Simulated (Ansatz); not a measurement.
# Honeycomb PN monolayer in a perpendicular field

What dipole does a perpendicular field induce in the honeycomb PN monolayer, and does the gap follow? A positive field points along +c.

Program: Ansatz 0.2.0. Level of theory: plane-wave DFT, PBE-D3(BJ), Ansatz PAW. Results are calculated unless marked as measured.

Report form: the programs' logs are mostly left out.

## (1) Set-up

The cell holds 2 atoms: 1 N and 1 P. Cell: a = 2.730 Å, b = 2.730 Å, c = 32.760 Å, α = 90.0°, β = 90.0°, γ = 120.0°. Vacuum lies along c.

## (2) Relaxation

The starting cell is a guess, so the in-plane lattice and the atoms are relaxed first, with the slab cut off from its images along the normal.

Input file input.yaml:

```yaml
crystal:
  lattice:
    - [2.73, 0.0, 0.0]
    - [-1.365, 2.3642493523, 0.0]
    - [0.0, 0.0, 32.7599999992]
  atoms:
    - { symbol: "N", position: [0.6666666667, 0.3333333333, 0.4868742369] }
    - { symbol: P, position: [0.3333333333, 0.6666666667, 0.5131257631] }
  periodic: [true, true, false]
kpoints:
  mp_grid: { grid: [12, 12, 1] }
hamiltonian:
  xc: pbe
  dispersion: d3bj
scf:
  occupations: { method: fermi_dirac, width: 0.05 }
  convergence: { dr2_threshold: 1.0e-09 }
relax:
  f_tol: 0.004
  max_steps: 90
  cell: {}
output:
  write_potential: true
  write_density: true
  volumetric_format: npy
```

Started as:

```bash
$ ansatz run input.yaml --threads 2 --pin off --max-ram 3072MiB --backend cpu --events-out ev --progress --plain --runs-dir out
```

The job ended after 11 s (2 threads of Arm Neoverse V2, shared host; peak memory 0.43 GiB).

Relaxation path:

```csv
step,energy less that of the first step (eV),largest force component (eV/Å),volume (Å³)
1,0.0000,0.1253,211.45
2,-0.0025,0.0509,209.80
3,-0.0027,0.0411,209.50
4,-0.0029,0.0003,209.25
5*,-0.0023,0.0005,209.25
```

Relaxation steps marked * repeat the geometry before them on a plane-wave basis chosen anew for their cell, so energy and pressure can jump there.

Forces are held to the 6 operations that the run works with; a distortion that breaks them can't arise in this run.

```csv
cell as run,before,after,change
a (Å),2.730,2.716,-0.5 %
b (Å),2.730,2.716,-0.5 %
```

Final coordinates:

```
N P
1.0
     2.71577    0.00000    0.00000
    -1.35788    2.35192    0.00000
     0.00000    0.00000   32.76000
N P
1 1
Direct
  0.66667 0.33333 0.48674
  0.33333 0.66667 0.51326
```

This step gave:

```yaml
gap_on_the_k_mesh: 1.857 eV
```

The lattice constant a goes from 2.730 to 2.716 Å.

## (3) Single point, field 0

A sawtooth potential applies the field, turning back in the middle of the vacuum. With the dipole correction the typed value is the field outside the slab. The induced dipole is small, so the SCF threshold is tight.

The cell differs from the one that the last finished run ended in (c 32.760 → 18.869 Å).

Input file input.yaml:

```yaml
crystal:
  lattice:
    - [2.7157658763, 0.0, 0.0]
    - [-1.3578829382, 2.3519222396, 0.0]
    - [0.0, 0.0, 18.8688480293]
  atoms:
    - { symbol: "N", position: [0.6666666667, 0.3333333333, 0.4769766541] }
    - { symbol: P, position: [0.3333333333, 0.6666666667, 0.5230233459] }
kpoints:
  mp_grid: { grid: [18, 18, 1] }
  band_path:
    path: [[0, 0, 0], [0.5, 0, 0], [0.33333333, 0.33333333, 0], [0, 0, 0]]
    npoints: 16
hamiltonian:
  xc: pbe
  dispersion: d3bj
scf:
  occupations: { method: fermi_dirac, width: 0.02585 }
  convergence: { dr2_threshold: 1.0e-10 }
efield:
  axis: 3
  dipole_correction: true
  ramp_position: 0.97
  ramp_width: 0.06
  amplitude: 0
output:
  dos: { projected: true, e_range: [-6, 5] }
  write_potential: true
  write_density: true
  volumetric_format: npy
  elf: true
```

The job ended after 5.5 s (2 threads; peak memory 0.37 GiB).

Numbers from this step:

```yaml
dipole_along_the_normal: 0.02589 e·Å
gap_along_the_path: 1.844 eV
smallest_direct_gap_along_the_path: 2.561 eV
step_between_the_vacuum_levels: -0.7334 eV
ionisation_energy_upper_face: 6.671 eV
electron_affinity_upper_face: 4.827 eV
ionisation_energy_lower_face: 7.404 eV
gap_the_smaller_of_path_and_mesh: 1.844 eV
```

Running mean over a fixed 2.5 Å (it still follows the layers) of the planar mean; the ramp of the sawtooth is left out. Table of electron's electrostatic potential energy less the Fermi level by z:

```csv
z (Å),electron's electrostatic potential energy less the Fermi level (eV)
2.80,6.46
3.10,6.46
3.54,6.46
3.83,6.46
4.27,6.46
4.57,6.46
5.01,6.46
5.31,6.46
5.60,6.46
6.04,6.45
6.34,6.43
6.78,6.31
7.08,6.05
7.52,4.49
7.81,2.34
8.11,-0.356
8.55,-4.97
8.84,-8.03
9.29,-11.1
9.58,-11.7
10.02,-10.7
10.32,-8.77
10.76,-4.76
11.06,-1.73
11.35,1.26
11.79,4.31
12.09,5.12
12.53,5.57
12.82,5.66
13.27,5.71
13.56,5.72
13.86,5.73
14.30,5.73
14.59,5.73
15.04,5.73
15.33,5.73
15.77,5.73
16.07,5.73
```

The density of states has structure finer than the step of the table below, so its rows give means over 0.25 eV, whole bins alone (the curve runs from -6 to 2.9 eV). Peaks (eV: height): -4.730: 1.67, -2.090: 2.29, -1.750: 2.09, -1.010: 6.00, 1.770: 2.00.

Density of states against energy, zero at the Fermi level of the run, which the smearing sets inside the gap; means over each step:

```csv
energy (eV),density of states (states/eV a cell)
-5.75,1.05
-5.50,1.19
-5.25,1.37
-5.00,1.25
-4.75,1.30
-4.50,0.999
-4.25,0.860
-4.00,0.693
-3.75,0.401
-3.50,0.318
-3.25,0.0760
-3.00,0
-2.75,0
-2.50,0
-2.25,0.0644
-2.00,0.892
-1.75,1.40
-1.50,1.42
-1.25,1.81
-1.00,2.28
-0.75,0
-0.50,0
-0.25,0
0.00,0
0.25,0
0.50,0
0.75,0
1.00,0.379
1.25,0.526
1.50,0.841
1.75,1.34
2.00,0.829
2.25,0.632
2.50,0.506
2.75,0.440
```

Projected DOS per atom over height of the atomic layer and energy from the Fermi level. Layers: N P from below.

Ten even steps from '0' (0.00 states/eV) to '9' (0.93 states/eV), each cell a mean:
```
12
23
45
34
12
00
00
00
00
97
88
49
12
00
00
10
40
61
83
94
84
63
```
Columns: height of the atomic layer (Å) from 9 to 9.87; rows upwards: energy from the Fermi level (eV) from -5.96 to 2.86.

The electronic bands at the labelled points (eV, zero at the Fermi level of the run, which the smearing sets inside the gap):

```csv
point,band 3,band 4,band 5,band 6,band 7,band 8,band 9
Γ,-3.28,-3.28,-1.74,3.86,5.42,5.94,5.94
halfway,-6.88,-4.48,-1.06,2.74,5.84,7.05,7.16
M,-5.37,-4.75,-2.20,0.90,5.18,7.02,9.19
halfway,-7.47,-4.31,-1.97,1.76,5.66,6.74,9.76
K,-9.27,-3.78,-1.78,1.42,5.14,9.00,11.18
halfway,-6.63,-5.69,-0.95,3.49,5.64,6.46,7.74
Γ,-3.28,-3.28,-1.74,3.86,5.42,5.94,5.94
```

Electrostatic potential energy in the ca plane at fractional y = 0.333, with atoms of N within 0.2 Å of it. With pseudopotentials it is smooth inside the atoms' cores, unlike the true potential.

Ten even steps from '0' (-22 eV) to '9' (3 eV), each cell a mean:
```
99999999999999999998313568999999999999999999
99999999999999999996001678999999999999999999
99999999999999999995001678999999999999999999
99999999999999999996001678999999999999999999
99999999999999999998523468999999999999999999
99999999999999999999751047999999999999999999
99999999999999999999750037999999999999999999
99999999999999999999752147999999999999999999
```
Columns run along c (18.9 Å; values clipped at the 3rd and 97th percentile), rows up along a (2.7 Å). Atoms in or near the plane, at fractional coordinates: N at (0.48, 0.67).

ELF in the ca plane at fractional y = 0.333, with atoms of N within 0.2 Å of it. It is the smooth field of the valence electrons, not physical close to the nuclei.

Ten even steps from '0' (0.00) to '9' (0.92), each cell a mean:
```
00000000000000000268887543100000000000000000
00000000000000001589857410000000000000000000
00000000000000002699726410000000000000000000
00000000000000001589867421000000000000000000
00000000000000000147887554210000000000000000
00000000000000000012355677520000000000000000
00000000000000000000134588630000000000000000
00000000000000000013466677520000000000000000
```
Columns run along c (18.9 Å), rows up along a (2.7 Å). Atoms in or near the plane, at fractional coordinates: N at (0.48, 0.67).

Valence density in the ca plane at fractional y = 0.333, with atoms of N within 0.2 Å of it. It is the smooth field of the valence electrons, not physical close to the nuclei.

Ten steps, logarithmic in the rise over the least value, from '0' (0.0 e/Å³) to '9' (3.4 e/Å³), each cell a mean:
```
00000000000000000025787543100000000000000000
00000000000000000136998532100000000000000000
00000000000000000137998532100000000000000000
00000000000000000136998542100000000000000000
00000000000000000024677543100000000000000000
00000000000000000013456654210000000000000000
00000000000000000012355654210000000000000000
00000000000000000013566654200000000000000000
```
Columns run along c (18.9 Å), rows up along a (2.7 Å). Atoms in or near the plane, at fractional coordinates: N at (0.48, 0.67).

The gap is 1.84 eV, with the valence edge 6.67 eV and the conduction edge 4.83 eV under the upper vacuum level.

## (4) Atoms held, field 0.1 V/Å

input.yaml: that of step 3 with these lines changed.

```diff
@@ -24,5 +24,4 @@
   ramp_width: 0.06
-  amplitude: 0
+  amplitude: 0.1
 output:
-  dos: { projected: true, e_range: [-6, 5] }
   write_potential: true
@@ -30,2 +29 @@
   volumetric_format: npy
-  elf: true
```

The job ended after 5.8 s (2 threads; peak memory 0.35 GiB).

The dipole is 0.0363 e·Å, 0.0104 e·Å from its value without field, and the gap 1.843 eV.

## (5) Atoms held, field -0.1 V/Å

input.yaml: that of step 4 with these lines changed.

```diff
@@ -24,3 +24,3 @@
   ramp_width: 0.06
-  amplitude: 0.1
+  amplitude: -0.1
 output:
```

Run time: 5.8 s. Hardware: 2 threads; peak memory 0.35 GiB.

The dipole is 0.0154 e·Å, -0.0104 e·Å from its value without field, and the gap 1.844 eV.

## (6) Response, atoms held

This step: plane-wave DFT, PBE-D3(BJ), Ansatz PAW; response to a field along the normal, atoms held (Ansatz 0.2.0).

The dipoles give the slope, and the difference of two potentials shows where the field is screened.

This step gave:

```yaml
equivalent_conductor_thickness_p_eps_0ae: 2.957 Å
distance_between_the_outer_atoms: 0.8688 Å
```

The dipole of the cell by applied field:

```csv
applied field (V/Å),dipole of the cell (e·Å)
-0.1000,0.0154
0.0000,0.0259
0.1000,0.0363
```

Local field over the applied field, running mean. From the potentials at -0.1 and 0.1 V/Å; running mean over 2.5 Å. Table of local field over applied field by z:

```csv
z (Å),local field over applied field
4.13,1.000
4.42,1.000
4.72,0.999
5.01,0.999
5.31,0.997
5.60,0.994
5.90,0.988
6.19,0.978
6.49,0.958
6.78,0.924
6.93,0.899
7.22,0.833
7.52,0.746
7.81,0.650
8.11,0.546
8.40,0.440
8.70,0.343
8.99,0.259
9.29,0.191
9.58,0.154
9.88,0.158
10.17,0.200
10.47,0.269
10.76,0.360
11.06,0.459
11.35,0.558
11.65,0.658
11.94,0.755
12.09,0.799
12.38,0.873
12.68,0.924
12.97,0.957
13.27,0.976
13.56,0.987
13.86,0.993
14.15,0.996
14.45,0.998
14.74,0.999
```

Electrons, planar mean, per unit field. Table of induced electron density by z:

z (Å), induced electron density (e/Å³ per V/Å) and a bar from the least value:
```
     4.13    0.00000 ###############
     4.42    0.00000 ###############
     4.86    0.00000 ###############
     5.16    0.00001 ###############
     5.60    0.00002 ###############
     5.90    0.00005 ###############
     6.34    0.00014 ################
     6.63    0.00026 ################
     7.08    0.00067 ##################
     7.37    0.00120 ####################
     7.81    0.00260 ##########################
     8.11    0.00365 ##############################
     8.55    0.00301 ###########################
     8.84    0.00104 ###################
     9.29    0.00155 #####################
     9.58   -0.00062 #############
    10.02   -0.00041 #############
    10.32   -0.00013 ###############
    10.76   -0.00286 ###
    11.06   -0.00369 
    11.50   -0.00281 ####
    11.79   -0.00188 #######
    12.24   -0.00088 ###########
    12.53   -0.00050 #############
    12.97   -0.00021 ##############
    13.27   -0.00011 ###############
    13.71   -0.00004 ###############
    14.00   -0.00002 ###############
    14.45   -0.00001 ###############
    14.74    0.00000 ###############
```

The smaller of the gaps on the path and on the k-mesh, counted as 0 under 0.03 eV. The gap stays at 1.84 eV for applied field from -0.1 to 0.1 V/Å.

By hand: between -0.1 and 0.1 V/Å the dipole changes by 0.02087 e·Å, a slope of 0.1044 e·Å²/V. A perfect conductor of thickness t has p = ε₀AEt, so t = 180.95 × 0.1044 / 6.387 = 2.96 Å (e/ε₀ = 180.95 V·Å, A in Å²).

The induced dipole is that of a conductor 2.96 Å thick.

## (7) Outcome

```json
{
  "gap without field": "1.84 eV",
  "ionisation energy, upper face": "6.67 eV",
  "electron affinity, upper face": "4.83 eV",
  "step between the vacuum levels": "-0.733 eV",
  "equivalent conductor thickness, atoms held": "2.96 Å"
}
```

What this shows: The induced dipole equals that of a perfect conductor 2.96 Å thick, while the outer atoms lie 0.87 Å apart; an out-of-plane ε follows only once a thickness t is chosen, by 1 − 1/ε = 2.96 Å / t. The two faces differ: the vacuum level above lies 0.73 eV lower than the one below. The gap stays within 0.01 eV of 1.84 eV over the fields run, up to 0.1 V/Å in size. Semilocal functionals give gaps that are too small, and excitons are not included.

[Logs are printed without paths, hosts, clocks, repeated set-up lines and the standing remarks that a program may print on its own settings, such as how far it seeks lower states.]

[Hosts, paths, dates, database ids (printed as entryN), source tags and the programs' standing remarks are cut or masked in the printed files.]

[Maps of the electrostatic potential energy from Ansatz leave out the sawtooth potential of an applied field or a dipole correction, so their vacuum need not be flat; planar profiles and work functions include it.]

[The density of states shown here was stored with 400 of the rows of the run's finer table, so its peaks can read low, often by over a quarter, or be missed, and its means over a window can be off by a tenth or more.]
